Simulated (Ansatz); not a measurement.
**FeSi2 (Linzhiite, P4/mmm): modes against uniaxial strain along c**

Aim: how do the optical modes of FeSi2 (Linzhiite, P4/mmm) shift and split under this strain?

Calculated with Ansatz 0.2.0; DFT PBEsol, scalar-relativistic, plane waves, PAW; PAW set soft_1.

## (1) The structure

Symmetry: P4/mmm, No. 123, tetragonal system. Conventional cell: a = 2.684 Å, b = 2.684 Å, c = 5.128 Å, α = 90.00°, β = 90.00°, γ = 90.00°. Nearest to Si lie 4 Fe at 2.35 Å and 1 Si at 2.36 Å. Nearest to Fe lie 8 Si at 2.35 Å. Farther neighbours are not listed.

## (2) Relaxation

The cell and atoms are relaxed, since residual forces and stress would shift the frequencies.

input.yaml reads:

```yaml
crystal:
  lattice:
    - [2.684, 0.0, 0.0]
    - [0.0, 2.684, 0.0]
    - [0.0, 0.0, 5.128]
  atoms:
    - { symbol: Si, position: [0.5, 0.5, 0.27] }
    - { symbol: Si, position: [0.5, 0.5, 0.73] }
    - { symbol: Fe, position: [0.0, 0.0, 0.0] }
kpoints:
  mp_grid: { grid: [16, 16, 8] }
hamiltonian:
  xc: pbesol
  pseudopotentials: { kind: paw, azcp: { folder: soft_1 }, xc_functional: pbe }
scf:
  occupations: { method: gaussian, width: 0.1 }
output:
  forces: true
  stress: true
  eigenvalues: true
  write_density: true
  write_potential: true
  elf: true
  volumetric_format: npy
relax:
  adjacent_minimum: "off"
  f_tol: 0.005
  max_steps: 80
  cell: { stress_tol: 0.05 }
```

Started as:

```sh
$ ansatz run input.yaml --threads 4 --pin off --max-ram 10240MiB --backend cpu --events-out ev --progress --plain --runs-dir out
```

Numbers of over 12 decimals in the logs are rounded to 6 here.

The program printed:

```text
Engine: ansatz 0.2.0, aarch64-unknown-linux-gnu
Pseudopotentials: kind: paw
Pseudopotential: Si, paw, valence charge 4, recommended cutoff 420 eV (normal), soft_1/Si.paw.azcp
Pseudopotential: Fe, paw, valence charge 16, recommended cutoff 420 eV (normal), soft_1/Fe.paw.azcp
Functional definition: PBEsol
  exchange = pbesol_x
  correlation = pbesol_c
Crystal: 3 atoms, lattice volume = 36.941 Å³
Basis set: ecut = 420 eV, 741 PW (Γ), exchange–correlation on 36×36×72 points (8 copies of the dense FFT grid, shifted against one another)
Bands: 16, of which v1, the nominal top of the filled ones, is band 12 counted from 1 (11 counted from 0)
Symmetry: 16 space group operations
Space group: P4/mmm (ITA 123), of the structure as read, at distance tolerance 3.3e-5 Å
k-points: 225 of 2048
Non-local potential: Si, projectors of the file, l = 0: 2, l = 1: 2, l = 2: 1
Non-local potential: Fe, projectors of the file, l = 0: 3, l = 1: 2, l = 2: 3, l = 3: 1
PAW form: soft (Blöchl's): semilocal exchange-correlation on the pseudo side does not see the compensation charge
PAW frozen core: Si, regenerated for the run's functional, and the local potential with it (the file was generated under x = pbe(κ = 0.804, μ = 0.219515), c = pbe(β = 0.066725))
PAW frozen core: Fe, regenerated for the run's functional, and the local potential with it (the file was generated under x = pbe(κ = 0.804, μ = 0.219515), c = pbe(β = 0.066725))
PAW one-centre angular grid: Si, 110 points (default); XC on 64 Gauss nodes
PAW one-centre angular grid: Fe, 590 points (default); XC on 64 Gauss nodes
Initial density: superposition of atomic densities (chi_scale 0.1, normalization cell, long waves kept (reshape's long-wave potential 0.00 eV rms))
Initial wavefunctions: pseudopotential atomic-orbital guess
Functional: x = pbesol(κ = 0.804, μ = 0.123457), c = pbesol(β = 0.046)
SCF iter   1: F=—  HF=-5695.066151 eV  |F-HF|=—  |Δ(HF+E_count)|=         —  Δρ=1.24e-1  dr2=1.24e1  ethr=3.10e-3  ⟨swp⟩=5.3  Hψ=19443  notcnv=0
preconditioner: auto → none  [metal: Δε(μ)=0.027 eV  Ē_g=8.048 eV  σ=0.100 eV  W_gap=0.15  n_scr=8 (ndim 8)  ℏωp=24.4 eV  f_vac=0.000  D(μ)=1.75/eV (n_scr^D=16)  sad-step TF]
SCF iter   2: F=—  HF=-5694.787278 eV  |F-HF|=—  |Δ(HF+E_count)|=   2.79e-1  Δρ=1.39e-1  dr2=1.27e1  ethr=3.10e-3  ⟨swp⟩=2.0  Hψ=6225  notcnv=0  defer=7
SCF iter   3: F=—  HF=-5693.517647 eV  |F-HF|=—  |Δ(HF+E_count)|=    1.27e0  Δρ=5.14e-2  dr2=1.02e0  ethr=3.10e-3  ⟨swp⟩=3.2  Hψ=6953  notcnv=0  defer=7
SCF iter   4: F=—  HF=-5693.399283 eV  |F-HF|=—  |Δ(HF+E_count)|=   1.18e-1  Δρ=1.15e-2  dr2=1.12e-1  ethr=3.10e-3  ⟨swp⟩=2.6  Hψ=7213  notcnv=0
SCF iter   5: F=—  HF=-5693.362408 eV  |F-HF|=—  |Δ(HF+E_count)|=   3.69e-2  Δρ=3.16e-3  dr2=2.04e-3  ethr=4.68e-4  ⟨swp⟩=2.1  Hψ=6006  notcnv=0
SCF iter   6: F=—  HF=-5693.362320 eV  |F-HF|=—  |Δ(HF+E_count)|=   8.84e-5  Δρ=5.11e-4  dr2=2.88e-5  ethr=8.52e-6  ⟨swp⟩=2.1  Hψ=5324  notcnv=0
SCF iter   7: F=—  HF=-5693.362259 eV  |F-HF|=—  |Δ(HF+E_count)|=   6.07e-5  Δρ=9.48e-5  dr2=1.82e-6  ethr=1.20e-7  ⟨swp⟩=2.0  Hψ=6246  notcnv=0
SCF iter   8: F=-5693.362259 eV  HF=-5693.362259 eV  |F-HF|=3.35e-8  |Δ(HF+E_count)|=   4.58e-7  Δρ=1.55e-5  dr2=4.99e-8  ethr=4.17e-10  ⟨swp⟩=7.3  Hψ=25094  notcnv=0
the search or the solves at the SCF's close seem to have found levels that the self-consistency loop had missed (the run counts 1). By its estimate they hold under 1e-12 electrons; where the run keeps them, the occupations were computed again with them
SCF 1 converged in 8 iterations: F = -5693.362259 eV  dr2 = 4.99e-8
  greatest PAW one-centre occupation: 1.000 electrons in one spin orbital (limit 2), on the Fe atom at site 2 (counted from 0), in its partial waves of l = 1
relax step   1: F+E_penalty+E_count = -5693.36225876 eV  Δ(F+E_penalty+E_count) = +0.000e0 eV  max|allowed force component| = 2.697e-1 eV/Å  Δτ_max = 0.0000 Å  P = -1.639 GPa  Ω = 36.941 Å³  (8 SCF iters, dr2 threshold 1.00e-7 eV, accepted)
Crystal: 3 atoms, lattice volume = 36.650 Å³
Initial density: handed on by an earlier stage of this run
Initial wavefunctions: those handed on with the density
iter 1 solved again at ethr=2.38e-6 eV; its pass at ethr=3.10e-3 eV (dr2=5.71e-4 eV) is discarded
SCF iter   1: F=—  HF=-5693.367149 eV  |F-HF|=—  |Δ(HF+E_count)|=         —  Δρ=1.41e-3  dr2=5.68e-4  ethr=2.38e-6  ⟨swp⟩=2.0  Hψ=21419  notcnv=0
preconditioner: auto → none  [metal: Δε(μ)=0.030 eV  Ē_g=7.635 eV  σ=0.100 eV  W_gap=0.17  n_scr=8 (ndim 8)  ℏωp=24.5 eV  f_vac=0.000  D(μ)=1.03/eV (n_scr^D=2)]
SCF iter   2: F=—  HF=-5693.367050 eV  |F-HF|=—  |Δ(HF+E_count)|=   9.91e-5  Δρ=4.70e-4  dr2=7.30e-5  ethr=2.37e-6  ⟨swp⟩=2.1  Hψ=4997  notcnv=0
SCF iter   3: F=—  HF=-5693.366968 eV  |F-HF|=—  |Δ(HF+E_count)|=   8.20e-5  Δρ=1.80e-4  dr2=1.33e-5  ethr=3.04e-7  ⟨swp⟩=2.1  Hψ=4938  notcnv=0
iter 4 did not close the SCF: its close was put off for the readings that it lacked (scf_convergence_deferred on its scf_iter line)
SCF iter   4: F=-5693.366963 eV  HF=-5693.366963 eV  |F-HF|=5.67e-8  |Δ(HF+E_count)|=   4.47e-6  Δρ=3.36e-5  dr2=1.93e-7  ethr=5.55e-8  ⟨swp⟩=2.0  Hψ=5095  notcnv=0
iter 5 did not close the SCF: its close was put off for the readings that it lacked (scf_convergence_deferred on its scf_iter line)
SCF iter   5: F=-5693.366963 eV  HF=-5693.366963 eV  |F-HF|=1.37e-10  |Δ(HF+E_count)|=   1.54e-9  Δρ=6.26e-6  dr2=6.96e-9  ethr=8.06e-10  ⟨swp⟩=2.4  Hψ=5307  notcnv=0
SCF iter   6: F=-5693.366963 eV  HF=-5693.366963 eV  |F-HF|=1.01e-10  |Δ(HF+E_count)|=   1.03e-9  Δρ=9.17e-7  dr2=2.08e-10  ethr=2.90e-11  ⟨swp⟩=5.3  Hψ=19765  notcnv=0
SCF 2 converged in 6 iterations: F = -5693.366963 eV  dr2 = 2.08e-10
relax step   2: F+E_penalty+E_count = -5693.36696324 eV  Δ(F+E_penalty+E_count) = -4.704e-3 eV  max|allowed force component| = 3.457e-2 eV/Å  Δτ_max = 0.0087 Å  P = -0.413 GPa  Ω = 36.650 Å³  energy of the carried Pulay correction = +1.011e-4 eV  (6 SCF iters, dr2 threshold 3.00e-7 eV, accepted)
Crystal: 3 atoms, lattice volume = 36.578 Å³
iter 1 solved again at ethr=1.26e-7 eV; its pass at ethr=3.10e-3 eV (dr2=3.02e-5 eV) is discarded
SCF iter   1: F=—  HF=-5693.367246 eV  |F-HF|=—  |Δ(HF+E_count)|=         —  Δρ=3.28e-4  dr2=3.10e-5  ethr=1.26e-7  ⟨swp⟩=2.0  Hψ=20820  notcnv=0
preconditioner: auto → none  [metal: Δε(μ)=0.030 eV  Ē_g=7.645 eV  σ=0.100 eV  W_gap=0.17  n_scr=8 (ndim 8)  ℏωp=24.6 eV  f_vac=0.000  D(μ)=1.02/eV (n_scr^D=2)]
SCF iter   2: F=—  HF=-5693.367174 eV  |F-HF|=—  |Δ(HF+E_count)|=   7.14e-5  Δρ=1.06e-4  dr2=3.99e-6  ethr=1.26e-7  ⟨swp⟩=2.7  Hψ=5271  notcnv=0
SCF iter   3: F=—  HF=-5693.367173 eV  |F-HF|=—  |Δ(HF+E_count)|=   9.06e-7  Δρ=4.59e-5  dr2=8.98e-7  ethr=1.66e-8  ⟨swp⟩=2.0  Hψ=4997  notcnv=0
iter 4 did not close the SCF: its close was put off for the readings that it lacked (scf_convergence_deferred on its scf_iter line)
SCF iter   4: F=-5693.367173 eV  HF=-5693.367173 eV  |F-HF|=2.04e-9  |Δ(HF+E_count)|=   3.09e-7  Δρ=7.68e-6  dr2=1.11e-8  ethr=3.74e-9  ⟨swp⟩=2.0  Hψ=5170  notcnv=0
iter 5 did not close the SCF: its close was put off for the readings that it lacked (scf_convergence_deferred on its scf_iter line)
SCF iter   5: F=-5693.367173 eV  HF=-5693.367173 eV  |F-HF|=1.06e-10  |Δ(HF+E_count)|=   1.50e-9  Δρ=1.20e-6  dr2=3.12e-10  ethr=4.64e-11  ⟨swp⟩=2.3  Hψ=5326  notcnv=0
SCF iter   6: F=-5693.367173 eV  HF=-5693.367173 eV  |F-HF|=1.00e-11  |Δ(HF+E_count)|=  2.27e-11  Δρ=3.04e-7  dr2=1.20e-11  ethr=1.30e-12  ⟨swp⟩=4.5  Hψ=17924  notcnv=0
SCF 3 converged in 6 iterations: F = -5693.367173 eV  dr2 = 1.20e-11
relax step   3: F+E_penalty+E_count = -5693.36717313 eV  Δ(F+E_penalty+E_count) = -2.099e-4 eV  max|allowed force component| = 7.775e-3 eV/Å  Δτ_max = 0.0014 Å  P = -0.036 GPa  Ω = 36.578 Å³  energy of the carried Pulay correction = +1.263e-4 eV  (6 SCF iters, dr2 threshold 3.00e-7 eV, accepted)
[...]
relax step   4: F+E_penalty+E_count = -5693.36717684 eV  Δ(F+E_penalty+E_count) = -3.714e-6 eV  max|allowed force component| = 9.624e-4 eV/Å  Δτ_max = 0.0002 Å  P = -0.008 GPa  Ω = 36.574 Å³  energy of the carried Pulay correction = +1.277e-4 eV  (6 SCF iters, accepted)
Initial wavefunctions: pseudopotential atomic-orbital guess (no wavefunctions were taken with the density)
iter 1 solved again at ethr=7.00e-7 eV; its pass at ethr=3.10e-3 eV (dr2=1.68e-4 eV) is discarded
SCF iter   1: F=—  HF=-5693.367111 eV  |F-HF|=—  |Δ(HF+E_count)|=         —  Δρ=1.24e-5  dr2=9.07e-9  ethr=7.00e-7  ⟨swp⟩=2.8  Hψ=28250  notcnv=0
eigensolver tolerance schedule: the retry pair's looser diagonalisation over-reported the residual by 18513.07 of it (diagonalisation noise at an unbounded share of the residual, at the tolerance the schedule requests for it); recorded, not acted on — ethr = c·dr2/N_el stays at c = 1.0e-1
SCF iter   2: F=—  HF=-5693.367047 eV  |F-HF|=—  |Δ(HF+E_count)|=   6.38e-5  Δρ=8.51e-6  dr2=1.04e-8  ethr=3.78e-11  ⟨swp⟩=3.0  Hψ=8008  notcnv=0
SCF iter   3: F=—  HF=-5693.367047 eV  |F-HF|=—  |Δ(HF+E_count)|=   2.43e-9  Δρ=2.67e-6  dr2=2.22e-9  ethr=3.78e-11  ⟨swp⟩=2.2  Hψ=4933  notcnv=0
SCF iter   4: F=—  HF=-5693.367047 eV  |F-HF|=—  |Δ(HF+E_count)|=  2.19e-10  Δρ=6.59e-7  dr2=2.82e-10  ethr=9.26e-12  ⟨swp⟩=2.2  Hψ=4727  notcnv=0
SCF iter   5: F=—  HF=-5693.367047 eV  |F-HF|=—  |Δ(HF+E_count)|=  2.46e-11  Δρ=4.90e-7  dr2=8.98e-11  ethr=1.18e-12  ⟨swp⟩=1.4  Hψ=3881  notcnv=0
SCF iter   6: F=-5693.367047 eV  HF=-5693.367047 eV  |F-HF|=0.00e0  |Δ(HF+E_count)|=  4.55e-12  Δρ=5.38e-8  dr2=7.56e-13  ethr=1.00e-12  ⟨swp⟩=5.7  Hψ=14844  notcnv=0
SCF 5 converged in 6 iterations: F = -5693.367047 eV  dr2 = 7.56e-13
relax step   5: F+E_penalty+E_count = -5693.36704697 eV  Δ(F+E_penalty+E_count) = +1.299e-4 eV  max|allowed force component| = 9.194e-4 eV/Å  Δτ_max = 0.0000 Å  P = -0.008 GPa  Ω = 36.574 Å³  stress off target by 9.46e-3 GPa  SCF on the basis re-selected at this cell (its energy is not comparable with the rows above)  (6 SCF iters)
basis re-selected at this cell: Δ(F+E_penalty+E_count) = +1.299e-4 eV, ΔP = +0.000 GPa vs the last step (what re-selecting the basis moved, of the pressure what is left beyond the Pulay correction that the steps carried, after the strain that the cell walked since its last selection, with what the two solves' SCF thresholds leave and, on support functions, any second-order correction that the steps lacked; it is no m [...]
SCF converged after 6 iterations
Free energy (F): -5693.367047 eV
Harris-Foulkes:  -5693.367047 eV  (|F-HF|=0.00e0)
Internal energy: -5693.361938 eV  (E = F + TS)
E sigma→0 (E₀):  -5693.364493 eV
Entropy (-TS):   -0.005109 eV (-1.703 meV/atom)
Fermi energy:    14.386160 eV
--- Per-component energies (eV) ---
  E_band       = -221.931271
  E_kinetic    = 427.055417
  E_local      = -3550.660046  (includes V_loc(G=0)·N_el)
  E_nonlocal   = 333.904837
  E_hartree    = 1570.851876
  E_xc         = -227.725935
  E_vxc        = -245.359165  (∫ρ·V_xc dr)
  E_paw        = -2346.379449  (= ΣΔE_a)
  E_vpaw       = -328.575322  (= ΣTr[D̂ρ^β])
  E_aug_tail   = -0.000803  (compensation charges beyond the density's cutoff)
  E_ewald      = -1900.650159
  E_core_change = 0.242323  (= ΣΔE_core)
  E_smearing   = -0.005109  (= −TS)
  E_closure    = 0.000000  (closes the sum)
  Σ components = -5693.367047   (vs F -5693.367047, Δ=0.00e0)
--- Forces (eV/Å), atoms counted from 1 ---
  atom   1  Si     0.00000000     0.00000000    -0.00091943
  atom   2  Si     0.00000000     0.00000000     0.00091943
  atom   3  Fe     0.00000000     0.00000000     0.00000000
  max |Σ_I F_I| component: 0.00e0 eV/Å
--- Stress (GPa, compression-positive) ---
       -0.009459       0.000000       0.000000
        0.000000      -0.009459       0.000000
        0.000000       0.000000      -0.004163
  P = ⅓ Tr σ = -0.0077 GPa (-0.077 kbar)
--- Band table (eV; the first three rows and the last of 225) ---
  k-point 0: bands = [... 8 lower, 12.6910, 12.8574, 12.8574, 13.7568, 18.9610, 18.9610, 20.9097, 21.5217]
  k-point 1: bands = [... 8 lower, 12.6528, 12.8505, 12.8505, 13.7569, 19.0628, 19.0628, 19.9090, 21.3336]
  k-point 2: bands = [... 8 lower, 12.5146, 12.8341, 12.8341, 13.7571, 18.4733, 19.3565, 19.3565, 21.0236]
  k-point 224: bands = [... 8 lower, 11.0670, 11.0670, 12.5553, 14.5706, 14.7442, 14.7442, 15.4869, 17.3067]
--- Relaxed structure (4 steps of the walk, 4 accepted, 1 SCFs on fresh bases) ---
  F+E_penalty+E_count = -5693.36704697 eV   max|allowed force component| = 9.194e-4 eV/Å   (the final SCF, on the basis selected at the relaxed cell)
  cell:  # Å, volume = 36.5741 Å³
    - [2.676278, 0.0, 0.0]
    - [0, 2.676278, 0.0]
    - [0.0, 0.0, 5.106362]
  atoms:
    - { symbol: Si, position: [0.5, 0.5, 0.271937] }
    - { symbol: Si, position: [0.5, 0.5, 0.728063] }
    - { symbol: Fe, position: [0, 0, 0.0] }
```

It took 9 s on 4 threads of Arm Neoverse V2, shared host; peak memory 0.44 GiB; 34 s of CPU time.

This run has no spin polarisation, although Fe can carry a moment.

The steps of the relaxation:

| step | energy less that of the first step (eV) | largest force component (eV/Å) | pressure (GPa) | volume (Å³) |
| --- | --- | --- | --- | --- |
| 1 | 0.0000 | 0.2697 | -1.64 | 36.94 |
| 2 | -0.0047 | 0.0346 | -0.41 | 36.65 |
| 3 | -0.0049 | 0.0078 | -0.04 | 36.58 |
| 4 | -0.0049 | 0.0010 | -0.01 | 36.57 |
| 5* | -0.0048 | 0.0009 | -0.01 | 36.57 |

Relaxation steps marked * repeat the geometry before them on a plane-wave basis chosen anew for their cell, so energy and pressure can jump there.

The run keeps the 16 symmetry operations that it works with, so distortions that break them were not tested.

| conventional cell, symmetrised | before | after | change |
| --- | --- | --- | --- |
| a (Å) | 2.684 | 2.676 | -0.3 % |
| b (Å) | 2.684 | 2.676 | -0.3 % |
| c (Å) | 5.128 | 5.106 | -0.4 % |
| volume (Å³/atom) | 12.31 | 12.19 | -1.0 % |

The relaxed structure:

```
Si Fe
1.0
     2.67628    0.00000    0.00000
     0.00000    2.67628    0.00000
     0.00000    0.00000    5.10636
Si Fe
2 1
Direct
  0.50000 0.50000 0.27194
  0.50000 0.50000 0.72806
  0.00000 0.00000 0.00000
```

Numbers from this step:

```yaml
pressure: -0.007694 GPa
volume_per_atom: 12.19 Å³
gap_on_the_k_mesh: 0 eV
```

Electrostatic potential energy in the ac plane at fractional y = 0.500, with atoms of Si within 0.2 Å of it. With pseudopotentials it is smooth inside the atoms' cores, unlike the true potential.

Values in eV, 24 rows by 14 columns, each cell a mean:
```
 13  13  14  13  13  12  11  11  11  12  13  13  14  13
 14  14  13  12  10   8   6   5   6   8  10  12  13  14
 14  13  12   9   4  -3  -9 -11  -9  -3   4   9  12  13
 13  13  10   4  -8 -18 -22 -22 -22 -18  -8   4  10  13
 13  11   8  -4 -19 -23 -15 -10 -15 -23 -19  -4   8  11
 12  11   6 -10 -23 -18  -1   8  -1 -18 -23 -10   6  11
 12  10   5 -10 -24 -18   0  10   0 -18 -24 -10   5  10
 13  11   7  -5 -20 -22 -13  -8 -13 -22 -20  -5   7  11
 13  12   9   3 -10 -20 -21 -21 -21 -20 -10   3   9  12
 15  14  12   9   3  -5 -11 -13 -11  -5   3   9  12  14
 15  15  14  12  10   7   5   3   5   7  10  12  14  15
 15  15  15  13  12  10   9   8   9  10  12  13  15  15
 15  15  14  12  10   8   6   5   6   8  10  12  14  15
 15  14  12   9   4  -4 -10 -12 -10  -4   4   9  12  14
 14  12  10   3  -9 -19 -22 -21 -22 -19  -9   3  10  12
 13  11   7  -5 -20 -23 -15  -9 -15 -23 -20  -5   7  11
 12  10   6 -10 -24 -18  -1   9  -1 -18 -24 -10   6  10
 12  10   6 -10 -23 -18  -1   9  -1 -18 -23 -10   6  10
 13  11   8  -4 -20 -22 -14  -9 -14 -22 -20  -4   8  11
 13  12  10   3  -9 -19 -22 -21 -22 -19  -9   3  10  12
 14  13  12   9   3  -5 -11 -12 -11  -5   3   9  12  13
 14  14  13  12  10   7   5   4   5   7  10  12  13  14
 13  13  13  13  12  12  11  10  11  12  12  13  13  13
 13  13  14  14  13  13  13  13  13  13  13  14  14  13
```
Columns run along a (2.7 Å; values clipped at the 3rd and 97th percentile), rows up along c (5.1 Å). Atoms in or near the plane, at fractional coordinates: Si at (0.50, 0.27), Si at (0.50, 0.73).

ELF in the ac plane at fractional y = 0.500, with atoms of Si within 0.2 Å of it. It is the smooth field of the valence electrons, not physical close to the nuclei.

Ten even steps from '0' (0.17) to '9' (0.96):
```
22233333333322
23334433344333
33455433345543
44565421245654
55664210124665
56653112113566
55652124212565
45542123212455
33443233323443
12355667665532
01357899987531
00368999998630
00368999998630
00368999998630
01357899987531
12355667665532
33443233323443
45542123212455
55652124212565
56653112113566
55664210124665
44565421245654
33455433345543
23334433344333
22233333333322
22222222222222
```
Columns run along a (2.7 Å), rows up along c (5.1 Å). Atoms in or near the plane, at fractional coordinates: Si at (0.50, 0.27), Si at (0.50, 0.73).

Valence density in the ac plane at fractional y = 0.500, with atoms of Si within 0.2 Å of it. It is the smooth field of the valence electrons, not physical close to the nuclei.

Values in e/Å³, 24 rows by 14 columns, each cell a mean:
```
0.33 0.33 0.33 0.33 0.33 0.32 0.32 0.32 0.32 0.32 0.33 0.33 0.33 0.33
0.34 0.34 0.35 0.36 0.37 0.37 0.36 0.36 0.36 0.37 0.37 0.36 0.35 0.34
0.34 0.35 0.38 0.40 0.42 0.40 0.38 0.36 0.38 0.40 0.42 0.40 0.38 0.35
0.36 0.37 0.40 0.44 0.43 0.37 0.31 0.29 0.31 0.37 0.43 0.44 0.40 0.37
0.36 0.37 0.41 0.43 0.39 0.30 0.22 0.19 0.22 0.30 0.39 0.43 0.41 0.37
0.34 0.36 0.39 0.40 0.34 0.24 0.16 0.14 0.16 0.24 0.34 0.40 0.39 0.36
0.30 0.32 0.36 0.37 0.31 0.22 0.16 0.15 0.16 0.22 0.31 0.37 0.36 0.32
0.26 0.27 0.31 0.34 0.32 0.27 0.23 0.22 0.23 0.27 0.32 0.34 0.31 0.27
0.21 0.22 0.27 0.32 0.36 0.38 0.38 0.38 0.38 0.38 0.36 0.32 0.27 0.22
0.17 0.19 0.23 0.30 0.39 0.47 0.52 0.54 0.52 0.47 0.39 0.30 0.23 0.19
0.15 0.16 0.21 0.28 0.38 0.49 0.57 0.60 0.57 0.49 0.38 0.28 0.21 0.16
0.14 0.15 0.20 0.27 0.37 0.48 0.57 0.60 0.57 0.48 0.37 0.27 0.20 0.15
0.14 0.16 0.20 0.28 0.38 0.49 0.57 0.61 0.57 0.49 0.38 0.28 0.20 0.16
0.17 0.18 0.23 0.30 0.39 0.47 0.53 0.55 0.53 0.47 0.39 0.30 0.23 0.18
0.20 0.22 0.26 0.32 0.37 0.39 0.39 0.39 0.39 0.39 0.37 0.32 0.26 0.22
0.25 0.27 0.31 0.34 0.32 0.28 0.24 0.23 0.24 0.28 0.32 0.34 0.31 0.27
0.30 0.32 0.35 0.36 0.31 0.22 0.16 0.15 0.16 0.22 0.31 0.36 0.35 0.32
0.34 0.35 0.39 0.40 0.33 0.23 0.16 0.14 0.16 0.23 0.33 0.40 0.39 0.35
0.36 0.37 0.41 0.43 0.39 0.30 0.22 0.19 0.22 0.30 0.39 0.43 0.41 0.37
0.36 0.37 0.40 0.44 0.43 0.37 0.31 0.28 0.31 0.37 0.43 0.44 0.40 0.37
0.35 0.35 0.38 0.41 0.42 0.40 0.37 0.36 0.37 0.40 0.42 0.41 0.38 0.35
0.34 0.34 0.35 0.36 0.37 0.37 0.36 0.36 0.36 0.37 0.37 0.36 0.35 0.34
0.33 0.33 0.33 0.33 0.33 0.33 0.32 0.32 0.32 0.33 0.33 0.33 0.33 0.33
0.33 0.33 0.33 0.32 0.31 0.30 0.30 0.30 0.30 0.30 0.31 0.32 0.33 0.33
```
Columns run along a (2.7 Å), rows up along c (5.1 Å). Atoms in or near the plane, at fractional coordinates: Si at (0.50, 0.27), Si at (0.50, 0.73).

In this step the volume went from 12.31 to 12.19 Å³/atom.

[end of part 1 of 3]

[Logs are printed without paths, hosts, clocks, repeated set-up lines and the standing remarks that a program may print on its own settings, such as how far it seeks lower states.]

[Hosts, paths, dates, database ids (printed as entryN), source tags and the programs' standing remarks are cut or masked in the printed files.]
